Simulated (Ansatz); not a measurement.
# La2O3 (P-3m1): band gap by G0W0 on PBE

How far does one-shot GW move the PBE gap of La2O3 (P-3m1)?

Main program and level: Ansatz 0.2.0; PBE, then G0W0 on it, plane waves, PAW.

Report form: the programs' logs are mostly left out.

In doubt: masses and optical values from hybrid runs of this build are listed as unsure (in some of the runs), which bears on the screening that GW takes from such a start.

## Step 1: Starting point

Symmetry: P-3m1, No. 164, trigonal system. Conventional cell: a = 3.931 Å, b = 3.931 Å, c = 6.112 Å, α = 90.00°, β = 90.00°, γ = 120.00°. Nearest to La lie 7 O at 2.36 to 2.72 Å. Nearest to O lie 4 La at 2.36 to 2.44 Å. Nearest to O lie 6 La at 2.72 Å. Farther neighbours and most contacts between anions are not listed.

The cell and positions are those that the Materials Project relaxed with its own functionals (PBE, PBE+U or r2SCAN), kept fixed. Spin-orbit coupling is left out unless a step names it. The default PAW set here is soft_2. Its files were made with PBE.

## Step 2: The PBE band structure

Levels along a band path and on the mesh show where this functional puts the band edges.

This step: DFT, PBE, plane waves, PAW.

input.yaml reads:

```yaml
crystal:
  lattice:
    - [3.930777878, 0.0, 0.0]
    - [-1.965388939, 3.404153499, 0.0]
    - [0.0, 0.0, 6.11195352]
  atoms:
    - { symbol: La, position: [0.66666667, 0.33333333, 0.75376432] }
    - { symbol: La, position: [0.33333333, 0.66666667, 0.24623568] }
    - { symbol: O, position: [0.66666667, 0.33333333, 0.35410935] }
    - { symbol: O, position: [0.33333333, 0.66666667, 0.64589065] }
    - { symbol: O, position: [0.0, 0.0, 0.0] }
kpoints:
  mp_grid: { grid: [12, 12, 4] }
  band_path:
    path:
      - [[0.0, 0.0, 0.0], [0.5, 0.0, 0.0], [0.33333333, 0.33333333, 0.0], [0.0, 0.0, 0.0], [0.0, 0.0, 0.5], [0.5, 0.0, 0.5], [0.33333333, 0.33333333, 0.5], [0.0, 0.0, 0.5]]
      - [[0.5, 0.0, 0.5], [0.5, 0.0, 0.0]]
      - [[0.33333333, 0.33333333, 0.5], [0.33333333, 0.33333333, 0.0]]
    npoints: 10
hamiltonian:
  xc: pbe
scf:
  occupations: { method: fermi_dirac, width: 0.02 }
  n_extra_bands: 5
output:
  eigenvalues: true
  write_density: true
  write_potential: true
  elf: true
  volumetric_format: npy
```

On the command line:

```sh
$ ansatz run input.yaml --threads 3 --pin off --max-ram 64512MiB --backend cuda --events-out ev --progress --plain --runs-dir out --devices 1 --max-vram 24GiB  # rebuilt from the run's record
```

Elapsed: 7 s, on 1 × NVIDIA H100 80GB HBM3 (shared by 3 runs) with 3 threads of AMD EPYC 7R13 (Zen 3), shared host; peak memory 1 GiB.

Numbers from this step:

```yaml
filled_bands: 20
gap: 3.841 eV
valence_top_at: L
conduction_bottom_at: M
least_direct_gap: 3.966 eV
```

Over mesh and path the gap is 3.841 eV, from k = (0.500, 0.000, 0.500) to k = (0.500, 0.000, 0.000). The least direct gap found is 3.966 eV, at k = (0.333, 0.333, 0.000).

Electronic bands along the path, in eV, zero at the top of the highest nominally filled band:

```
    point  band 17  band 18  band 19  band 20  band 21  band 22  band 23  band 24
        Γ    -1.66    -0.38    -0.38    -0.12     4.28     4.57     4.57     5.15
  halfway    -0.98    -0.89    -0.38    -0.23     4.19     4.64     4.89     5.19
        M    -0.74    -0.66    -0.41    -0.30     3.84     4.66     5.10     5.14
  halfway    -0.80    -0.66    -0.48    -0.33     3.90     4.59     4.95     5.02
        K    -0.82    -0.82    -0.79    -0.11     3.86     4.70     4.70     4.93
  halfway    -0.92    -0.79    -0.56    -0.18     4.18     4.55     4.95     5.13
        Γ    -1.66    -0.38    -0.38    -0.12     4.28     4.57     4.57     5.15
  halfway    -1.30    -0.42    -0.34    -0.34     4.42     4.63     4.63     5.12
        A    -1.01    -0.79    -0.29    -0.29     4.64     4.68     4.68     4.92
  halfway    -1.29    -0.54    -0.31    -0.11     4.41     4.80     4.84     5.00
        L    -0.96    -0.71    -0.37     0.00     4.37     4.59     4.99     5.13
  halfway    -0.85    -0.59    -0.18    -0.07     4.41     4.51     4.96     5.05
        H    -0.56    -0.28    -0.28    -0.23     4.23     4.81     4.87     4.87
  halfway    -1.08    -0.58    -0.26    -0.10     4.48     4.67     4.87     5.05
        A    -1.01    -0.79    -0.29    -0.29     4.64     4.68     4.68     4.92
jump to L    -0.96    -0.71    -0.37     0.00     4.37     4.59     4.99     5.13
  halfway    -0.86    -0.55    -0.39    -0.20     4.07     4.67     5.04     5.15
        M    -0.74    -0.66    -0.41    -0.30     3.84     4.66     5.10     5.14
jump to H    -0.56    -0.28    -0.28    -0.23     4.23     4.81     4.87     4.87
  halfway    -0.69    -0.48    -0.48    -0.16     4.01     4.80     4.80     4.89
        K    -0.82    -0.82    -0.79    -0.11     3.86     4.70     4.70     4.93
```

ELF in the ac plane at fractional y = 0.333, with atoms of La and O within 0.2 Å of it. It is the smooth field of the valence electrons, not physical close to the nuclei.

Ten even steps from '_' (0.03) to '@' (0.84), each cell a mean:
```
::======::____::==++++--..__
..::--::..__::##@@@@@@%%==..
__________::**@@@@@@@@@@%%==
..________==%%@@##==++@@@@**
..______..++@@%%--__..##@@##
....::::..==@@%%==__::##@@**
..::==--..--##@@%%**##@@%%==
..--++==::..==%%@@@@@@@@**::
..--++==::__..--++**++==..__
__..::::..____..::::::..____
____________::++######**--..
__________::++@@@@@@@@@@##--
____....__::**@@%%**##@@%%==
..::==--..::**@@%%==**@@%%--
::==****--..==@@@@%%%%@@**::
::++##**==..::##@@@@@@%%==..
::==++++--....==**%%##++..__
..::::::..____..::==--..____
__......____________________
..::::::....________________
::--====--..______________..
```
Columns run along a (3.9 Å), rows up along c (6.1 Å). Atoms in or near the plane, at fractional coordinates: La at (0.67, 0.75), O at (0.67, 0.35).

Valence density in the ac plane at fractional y = 0.333, with atoms of La and O within 0.2 Å of it. It is the smooth field of the valence electrons, not physical close to the nuclei.

Ten steps, logarithmic in the rise over the least value, from '0' (0.0 e/Å³) to '9' (6.9 e/Å³), each cell a mean:
```
12221112333211
11111124555432
11111246666653
21111356666654
21112456666664
22222456666664
22222356666654
22222235666543
11111123444421
01110112333311
00000123455421
10000135787642
11111247899753
22322347999853
23333346898743
33443234566532
23333222343322
22332111111111
12222100000000
12221100000000
12222100000001
```
Columns run along a (3.9 Å), rows up along c (6.1 Å). Atoms in or near the plane, at fractional coordinates: La at (0.67, 0.75), O at (0.67, 0.35).

## Step 3: G0W0 on the 6×6×4 mesh

G0W0 replaces the xc potential by a self-energy built once from the orbitals of the start. Levels are corrected in the window of bands that the input names, at points of the mesh.

This step: G0W0 on PBE, plane waves, PAW.

input.yaml, the sections that differ from step 2:

```yaml
kpoints:
  mp_grid: { grid: [6, 6, 4] }
scf:
  occupations: { method: fixed }
gw:
  n_empty_bands: 525
  ecut_chi: 200.0
  qp_bands: [v2, c2]
  qp_kpoints: band_edges
  screening: { model: contour_deformation }
# crystal, hamiltonian: as in step 2
# output: removed
```

Run time: 44 s. Hardware: 1 × NVIDIA H100 80GB HBM3 (shared by 3 runs) with 3 threads; peak memory 2.4 GiB; 80 s of CPU time.

This step gave:

| Property | Result |
| --- | --- |
| bands summed | 545 |
| RPA ε∞ on this mesh (eigenvalues) | 4.503, 4.599, 4.599 |
| plane waves in the screening matrix | 537 |
| q-points in the mesh | 144 |
| G0W0 gap over the corrected points | 5.479 eV |
| k of the valence top | 0, -0.5, -0.5 |
| k of the conduction bottom | 0.3333, 0.3333, 0 |
| starting gap on the mesh | 3.841 eV |
| Z at the valence top | 0.7388 |
| Z at the conduction bottom | 0.8057 |
| least direct G0W0 gap over the corrected points | 5.605 eV |

Over all 24 irreducible mesh points the G0W0 gap is 5.479 eV, from k = (0.000, -0.500, -0.500) to k = (0.333, 0.333, 0.000). The PBE gap of this run on the mesh is 3.841 eV. Other states bound it: the two that bound the G0W0 gap lie 3.855 eV apart in PBE, so state for state the correction is 5.479 − 3.855 = +1.624 eV, while gap against gap it is 5.479 − 3.841 = +1.638 eV. The start of this run differs from the step before in mesh (12×12×4 and 6×6×4). The program marks 30 of the 96 corrected levels as in doubt (energies apart), neither edge state among them.

Labels follow the order of the start: v1 is the top filled band, c1 the lowest empty one; levels that stay degenerate share a row, the window can cut a multiplet, doubted levels are not marked in this list, bands outside the window were not corrected, and the list may be a part of the corrected levels. Levels before and after the correction, in eV, zero at the valence-band top of each column:

```
           conduction bottom  valence top
Kohn-Sham               3.84         0.00
     G0W0               5.48         0.00
```

```
                        level  occupation  energy (eV)
Kohn-Sham    (0 -0.5 -0.5) v2           2       -0.369
Kohn-Sham    (0 -0.5 -0.5) v1           2        0.000
Kohn-Sham    (0 -0.5 -0.5) c1           0        4.370
Kohn-Sham    (0 -0.5 -0.5) c2           0        4.591
Kohn-Sham  (0.333 0.333 0) v2           2       -0.793
Kohn-Sham  (0.333 0.333 0) v1           2       -0.111
Kohn-Sham  (0.333 0.333 0) c1           0        3.855
Kohn-Sham  (0.333 0.333 0) c2           0        4.703
     G0W0    (0 -0.5 -0.5) v2           2       -0.385
     G0W0    (0 -0.5 -0.5) v1           2        0.000
     G0W0    (0 -0.5 -0.5) c1           0        7.379
     G0W0    (0 -0.5 -0.5) c2           0        7.643
     G0W0  (0.333 0.333 0) v2           2       -0.920
     G0W0  (0.333 0.333 0) v1           2       -0.126
     G0W0  (0.333 0.333 0) c1           0        5.479
     G0W0  (0.333 0.333 0) c2           0        7.991
```

The parts of the quasiparticle energy for the two states that bound the G0W0 gap, in eV on the run's own scale (QP = start + Σx + Σc − Vxc, with Σc at the quasiparticle energy):

```
             edge                        k  band   start       Σx      Σc      Vxc      Z      QP
      valence top  (0.000, -0.500, -0.500)    20   9.713  −25.135   4.084  −20.346  0.739   9.007
conduction bottom    (0.333, 0.333, 0.000)    21  13.568   −9.214  −4.708  −14.841  0.806  14.486
```

## Step 4: Spin-orbit coupling in PBE

This run has two-component orbitals with spin-orbit coupling.

This step: DFT, PBE with spin-orbit coupling, plane waves, PAW.

input.yaml, the sections that differ from step 3:

```yaml
kpoints:
  mp_grid: { grid: [12, 12, 4] }
  band_path:
    path:
      - [0.0, 0.0, 0.0]
      - [0.5, 0.0, 0.0]
      - [0.33333333, 0.33333333, 0.0]
      - [0.0, 0.0, 0.5]
      - [0.5, 0.0, 0.5]
      - [0.33333333, 0.33333333, 0.5]
    npoints: 1
scf:
  occupations: { method: fixed }
  n_extra_bands: 10
magnetization:
  noncollinear: true
  spin_orbit: true
output:
  eigenvalues: true
# crystal, hamiltonian: as in step 3
# gw: removed
```

Wall time 6.1 s (1 × NVIDIA H100 80GB HBM3 (shared by 3 runs) with 3 threads); peak memory 1 GiB; 11 s of CPU time.

This step gave:

```yaml
gap: 3.828 eV
valence_top_at: L
conduction_bottom_at: M
least_direct_gap: 3.955 eV
```

Over mesh and listed points the gap is 3.828 eV, from k = (0.500, 0.000, 0.500) to k = (0.500, 0.000, 0.000). The least direct gap found is 3.955 eV, at k = (0.333, 0.333, 0.000). PBE+SOC against PBE: 3.828 − 3.841 = −0.013 eV, with the same mesh, set of files (read in its fully relativistic form for the spin-orbit run) and cutoff, and both edges at the same k points. The spin-orbit run sees mesh and listed points alone, so its gap is an upper bound: the coupling can move an edge off these points, and the change over the zone, its sign included where it is small, is not known.

## Step 5: Side by side

Each gap is the least one over the points named; times are wall times on shared hosts, not benchmarks. A G0W0 time includes the run's own self-consistent start. Runs with listed points see these and the mesh alone, so an edge that moves elsewhere is missed. Rows marked * are further runs, not shown as steps, whose inputs differ from the G0W0 step on the same start in the columns given; solver thresholds can differ too. Symmetry makes (0.500, 0.000, 0.500) and (0.000, -0.500, -0.500) one point.

```
    level     mesh       files, cutoff    bands summed, screening                          points  gap (eV)              valence top      conduction bottom  least direct gap (eV)   time
      PBE  12×12×4  soft_2 PAW, 420 eV                          -                   mesh and path     3.841    (0.500, 0.000, 0.500)  (0.500, 0.000, 0.000)                  3.966    7 s
  PBE+SOC  12×12×4  soft_2 PAW, 420 eV                          -          mesh and listed points     3.828    (0.500, 0.000, 0.500)  (0.500, 0.000, 0.000)                  3.955  6.1 s
G0W0@PBE*    6×6×4  soft_2 PAW, 420 eV                 106, 60 eV  all 24 irreducible mesh points     5.389  (0.000, -0.500, -0.500)  (0.333, 0.333, 0.000)                  5.478   19 s
G0W0@PBE*    6×6×4  soft_2 PAW, 420 eV                264, 120 eV  all 24 irreducible mesh points     5.373  (0.000, -0.500, -0.500)  (0.333, 0.333, 0.000)                  5.485   31 s
 G0W0@PBE    6×6×4  soft_2 PAW, 420 eV                545, 200 eV  all 24 irreducible mesh points     5.479  (0.000, -0.500, -0.500)  (0.333, 0.333, 0.000)                  5.605   44 s
G0W0@PBE*    6×6×2  soft_2 PAW, 420 eV                264, 120 eV  all 14 irreducible mesh points     5.371  (0.000, -0.500, -0.500)  (0.333, 0.333, 0.000)                  5.478   13 s
G0W0@PBE*    6×6×4  soft_2 PAW, 420 eV  264, 120 eV, plasmon pole  all 24 irreducible mesh points     5.341  (0.000, -0.500, -0.500)  (0.333, 0.333, 0.000)                  5.445   63 s
```

## Step 6: Results

```yaml
pbe_gap_over_mesh_and_path: 3.841 eV, from k = (0.500, 0.000, 0.500) to k = (0.500, 0.000, 0.000)
g0w0_pbe_gap_over_all_24_irreducible_mesh_points: 5.479 eV, from k = (0.000, -0.500, -0.500) to k = (0.333, 0.333, 0.000)
pbe_soc_gap_over_mesh_and_listed_points: 3.828 eV
gw_settings: 6×6×4 mesh, 525 empty bands, screening to 200 eV
known_limits: finite bands, screening cutoff and k mesh; no spin-orbit coupling in G0W0
```

Over all 24 irreducible mesh points the G0W0 gap is 5.479 eV, from k = (0.000, -0.500, -0.500) to k = (0.333, 0.333, 0.000). The PBE gap of this run on the mesh is 3.841 eV. Other states bound it: the two that bound the G0W0 gap lie 3.855 eV apart in PBE, so state for state the correction is 5.479 − 3.855 = +1.624 eV, while gap against gap it is 5.479 − 3.841 = +1.638 eV. The valence state moves by 9.007 − 9.713 = −0.706 eV and the conduction state by 14.486 − 13.568 = +0.918 eV, on the run's own scale; with 106 bands the edge states move by −0.151 and +1.382 eV, so the split between the edges depends on the bands and cutoff. Both edges that PBE shows over mesh and path lie at k points where levels were corrected. G0W0 has the conduction bottom at another k point than that. Levels at other points were not corrected, so a lower G0W0 gap elsewhere in the zone is not ruled out. From 106 bands and 60 eV to 545 bands and 200 eV the gap moves by 5.479 − 5.389 = +0.090 eV (rung by rung 5.389, 5.373, 5.479 eV); bands and screening cutoff rise together, so their parts are not told apart. The gap turns back along the series (5.389, 5.373, 5.479 eV), so no line is drawn and the limit is not known. With the 6×6×2 mesh in place of the 6×6×4 mesh and all else as in the G0W0@PBE row with 264 bands, the gap differs by 5.371 − 5.373 = −0.002 eV, and that of the start by 3.843 − 3.841 = +0.002 eV. With the plasmon pole model in place of the contour deformation model and all else as in the G0W0@PBE row with 264 bands, the gap differs by 5.341 − 5.373 = −0.032 eV. G0W0 on other starts in this series, not shown as steps and not all at these settings: 5.640 eV on HSE06 (6×6×4, soft_2 PAW, 264 bands, 120 eV) and 5.855 eV on PBE0 (6×6×4, soft_2 PAW, 264 bands, 120 eV). PBE+SOC against PBE: 3.828 − 3.841 = −0.013 eV, with the same mesh, set of files (read in its fully relativistic form for the spin-orbit run) and cutoff, and both edges at the same k points. The spin-orbit run sees mesh and listed points alone, so its gap is an upper bound: the coupling can move an edge off these points, and the change over the zone, its sign included where it is small, is not known. What spin-orbit coupling does to the G0W0 levels was not computed, so no sum with the G0W0 gap is formed. For the G0W0 step: the program marks 30 of the 96 corrected levels as in doubt (energies apart), neither edge state among them. The G0W0 runs are scalar-relativistic. The cell holds La; where the f levels lie against the gap was not analysed here. G0W0@PBE runs of this series with other atomic data on the same mesh, not shown as steps, give 5.350 eV (hard PAW, 930 eV, 264 bands, screening to 120 eV; the table's row with the same empty bands and screening cutoff has 5.373 eV); where bands and cutoffs differ too, the part of the files is not isolated.

[Paths, hosts, dates, memory and timing lines, banners, echoed tables and standing remarks are left out of the program output.]

[Logs are printed without paths, hosts, clocks, repeated set-up lines and the standing remarks that a program may print on its own settings, such as how far it seeks lower states.]

[Runs of the session that timed out or met a known fault of the program may be left out.]

[Cells called generated may have been cut or substituted from an entry of the Crystallography Open Database or the Materials Project.]

[Hosts, paths, dates, database ids (printed as entryN), source tags and the programs' standing remarks are cut or masked in the printed files.]

[Where an RPA ε∞ is given, it is that of the G0W0 mesh and is not shown converged in it. Names of k-points follow the symmetry that the program found, which can be lower than the space group named. Band edges on a path are those of the sampled points; other points can move an edge, and change direct to indirect where valleys lie close.]

[Hybrid gaps are those of their k-mesh and are not shown converged in it.]
